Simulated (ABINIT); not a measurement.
# Quasiparticle gap of SrTiO3 (Tausonite) in ABINIT

Wanted: ground state, empty states, screening and self-energy for SrTiO3 (Tausonite).

Method: PBE and many-body steps on it, plane waves, in ABINIT 10.8.3.

**The experiments to reproduce.**

- Gap 3.77 eV: direct gap (M0 critical point); spectroscopic ellipsometry, second-derivative fit; 300 K; bulk crystal (commercial single crystal) (“Optical probe of ferroelectric order in bulk and thin film perovskite titanates”, 2013, arxiv:1309.1245).

This is a report of a sequence of runs, with most program output left out.

## 1. Starting point

The structure is cubic, space group Pm-3m (No. 221). Conventional cell: a = 3.905 Å, b = 3.905 Å, c = 3.905 Å, α = 90.00°, β = 90.00°, γ = 90.00°. Nearest to Sr lie 12 O at 2.76 Å. Nearest to Ti lie 6 O at 1.95 Å. Nearest to O lie 2 Ti at 1.95 Å and 4 Sr at 2.76 Å. Farther neighbours and most contacts between anions are not listed.

The cell and positions come from the Crystallography Open Database and are kept as given unless a step says otherwise.

## 2. Ground state

This step: ABINIT 10.8.3; DFT, PBE, plane waves, norm-conserving pseudopotentials.

The ground-state density comes first.

run.abi reads:

```
acell 3*1.0 Angstrom
rprim 
  3.905280000000 0.000000000000 0.000000000000
  0.000000000000 3.905280000000 0.000000000000
  0.000000000000 0.000000000000 3.905280000000
ntypat 3
znucl 38 22 8
natom 5
typat 1 2 3 3 3
xred 
  0.500000000000 0.500000000000 0.500000000000
  0.000000000000 0.000000000000 0.000000000000
  0.500000000000 0.000000000000 0.000000000000
  0.000000000000 0.500000000000 0.000000000000
  0.000000000000 0.000000000000 0.500000000000
pp_dirpath "pseudos"
pseudos "Sr.upf, Ti.upf, O.upf"
ecut 38
ngkpt 6 6 6
nshiftk 1
shiftk 0 0 0
kptopt 1
chksymbreak 0
nband 26
occopt 1
tolvrs 1e-10
nstep 60
prtwf 0
optforces 0
optstress 0
indata_prefix "in"
outdata_prefix "out"
tmpdata_prefix "tmp"
```

Run with:

```sh
> OMP_NUM_THREADS=1 mpirun -n 8 abinit run.abi > log
```

It took 43 s on 8 MPI ranks of Arm Neoverse N1, shared host; peak memory 0.69 GiB.

This step gave:

| Property | Result |
| --- | --- |
| total energy | -3905.9454 eV |
| gap | 1.908 eV |
| k of the valence top | 0.5, 0.5, 0.5 |
| k of the conduction bottom | 0, 0, 0 |
| least direct gap | 2.263 eV |

The gap is indirect, with the least direct gap 0.36 eV higher.

## 3. Empty states on the mesh, 4×4×4 mesh, 143 bands

The sums over transitions need many empty states on a uniform mesh; this step solves for them.

Changes to run.abi since step 2:

```diff
@@ -18,3 +18,3 @@
 ecut 38
-ngkpt 6 6 6
+ngkpt 4 4 4
 nshiftk 1
@@ -23,9 +23,10 @@
 chksymbreak 0
-nband 26
+irdden 1
+istwfk *1
+nband 143
+prtvol 0
+optdriver 6
+gwr_task "HDIAGO"
+paral_kgb 0
 occopt 1
-tolvrs 1e-10
-nstep 60
-prtwf 0
-optforces 0
-optstress 0
 indata_prefix "in"
```

Run time: 5.2 min. Hardware: 8 MPI ranks; peak memory 9.1 GiB.

This step gave:

- gap: 1.908 eV
- k of the valence top: 0.5, 0.5, 0.5
- k of the conduction bottom: 0, 0, 0
- least direct gap: 2.263 eV
- k points computed: 10
- lowest point of the top converged band, above the valence top: 77.5025 eV

On this mesh the gap is 1.908 eV.

## 4. Screening, 4×4×4 mesh, 135 bands, screening to 149.7 eV

The RPA dielectric matrix is built and inverted for each q.

This step: RPA screening on PBE, plane waves, norm-conserving pseudopotentials.

Changes to run.abi since step 3:

```diff
@@ -23,10 +23,11 @@
 chksymbreak 0
-irdden 1
 istwfk *1
-nband 143
-prtvol 0
-optdriver 6
-gwr_task "HDIAGO"
-paral_kgb 0
 occopt 1
+irdwfk 1
+optdriver 3
+nband 135
+ecuteps 5.5
+inclvkb 2
+awtr 1
+symchi 1
 indata_prefix "in"
```

Wall time 2.1 min (8 MPI ranks); peak memory 1.9 GiB.

Numbers from this step:

```
ε∞ with local fields, on this mesh, along the program's q direction : 6.402
the same without local fields                                       : 6.771
plasma frequency                                                    : 30.43 eV
plane waves in the screening matrix                                 : 251
```

Local fields lower ε∞ by 5 %. On a Γ-centred mesh this coarse the value itself is usually too large, while a short band sum pulls it down.

## 5. Self-energy, 4×4×4 mesh, 135 bands, screening to 149.7 eV

The self-energy is evaluated for the states that the input lists, and the levels follow from it, in one-shot runs by the linearised quasiparticle equation.

This step: G0W0 on PBE, plane waves, norm-conserving pseudopotentials.

Changes to run.abi since step 4:

```diff
@@ -26,8 +26,17 @@
 irdwfk 1
-optdriver 3
+optdriver 4
 nband 135
+gwcalctyp 0
+ecutsigx 38
+symsigma 1
+nkptgw 2
+kptgw 
+  0.5000000000 0.5000000000 0.5000000000
+  0.0000000000 0.0000000000 0.0000000000
+bdgw 
+  18 23
+  18 23
 ecuteps 5.5
-inclvkb 2
-awtr 1
-symchi 1
+irdscr 1
+ppmodel 1
 indata_prefix "in"
```

It took 19 s on 8 MPI ranks; peak memory 1.8 GiB; 2.5 min of CPU time.

Numbers from this step:

- G0W0 gap on the points computed: 3.481 eV
- starting gap on the mesh: 1.908 eV
- k of the valence top: 0.5, 0.5, 0.5
- k of the conduction bottom: 0, 0, 0
- Z at the valence top: 0.769
- Z at the conduction bottom: 0.781
- least direct G0W0 gap on the computed points: 3.848 eV

The gap on the mesh goes from 1.91 eV to 3.48 eV, a correction of +1.57 eV.

Limits: finite bands, cutoff and mesh; no spin-orbit coupling; coarse k mesh. v1 is the top filled band, c1 the lowest empty one. The levels before and after the correction (eV, zero at the valence-band top of each column):

```
           conduction bottom  valence top
Kohn-Sham               1.91         0.00
     G0W0               3.48         0.00
```

```
                         level  energy (eV)
Kohn-Sham  (0.5 0.5 0.5) v3-v1        0.000
Kohn-Sham  (0.5 0.5 0.5) c1-c3        4.517
Kohn-Sham              Γ v3-v1       -0.355
Kohn-Sham              Γ c1-c3        1.908
     G0W0  (0.5 0.5 0.5) v3-v1        0.000
     G0W0  (0.5 0.5 0.5) c1-c3        6.411
     G0W0              Γ v3-v1       -0.367
     G0W0              Γ c1-c3        3.481
```

## 6. Where the time went

Times are wall times on 8 MPI ranks of Arm Neoverse N1, shared host, good to a factor of about two.

```csv
step,time,share,memory (GiB)
ground state,43 s,9 %,0.69
empty states on the mesh,5.2 min,63 %,9.1
screening,2.1 min,25 %,1.9
self-energy,19 s,4 %,1.8
```

## 7. Summary of results

```json
{"PBE gap": "1.91 eV, indirect", "G0W0 gap on the mesh": "3.48 eV", "GW settings": "4×4×4 mesh, 135 bands, screening to 149.7 eV, Godby-Needs plasmon pole", "known limits": "not at the basis limit; no spin-orbit coupling; coarse k mesh"}
```

In words: G0W0 moves the gap on the mesh from 1.91 eV to 3.48 eV (+1.57 eV), with Z of 0.77 and 0.78 at the edges. Local fields lower the RPA ε∞ on this mesh from 6.77 to 6.40; a Γ-centred mesh this coarse tends to raise both, most where the direct gap is narrow, while a short band sum lowers them. Only 2 of the mesh's irreducible points were corrected, so a valley elsewhere could overtake. The dearest step here is «empty states on the mesh». Against experiment, by G0W0@PBE: the direct gap of 3.85 eV lies +0.08 eV from the measured 3.77 eV (direct, 300 K, 2013). An exciton line or allowed optical edge lies below the quasiparticle gap by the binding energy; a forbidden edge can push the onset above it. The calculation has static nuclei and no excitons; a measured gap holds zero-point and thermal motion, which mostly lowers it. Bands and cutoff are finite, so the gap is not at the basis limit. The miss can reach some tenths of an eV and take either sign; the mesh is an error of its own. In the G0W0 run levels were corrected at 2 k points alone, so a gap called «on the mesh» is the least over those, and an edge elsewhere would be missed. The 4×4×4 mesh is coarse for this cell, which bears on the long-range parts of exchange and screening. This is the ideal cubic cell; many perovskites, halides above all, are cubic only on average, and local tilts or off-centring can widen the gap. The many-body steps are scalar-relativistic: spin-orbit coupling is not in them.

[Paths, hosts, dates, memory and timing lines, banners, echoed tables and standing remarks are left out of the program output.]

[Logs are printed without paths, hosts, clocks, repeated set-up lines and the standing remarks that a program may print on its own settings, such as how far it seeks lower states.]

[Runs of the session that timed out or met a known fault of the program may be left out.]

[Hosts, paths, dates, database ids (printed as entryN), source tags and the programs' standing remarks are cut or masked in the printed files.]

[G0W0 gaps are taken among the corrected bands and points alone; a level outside them can change the order at an edge.]

[Where Ansatz stands beside ABINIT at settings called matched, ABINIT's density can come from a denser mesh and the files from another edition; pairs whose starting gaps differed by over 0.03 eV were left out, so agreement reads better than it is.]
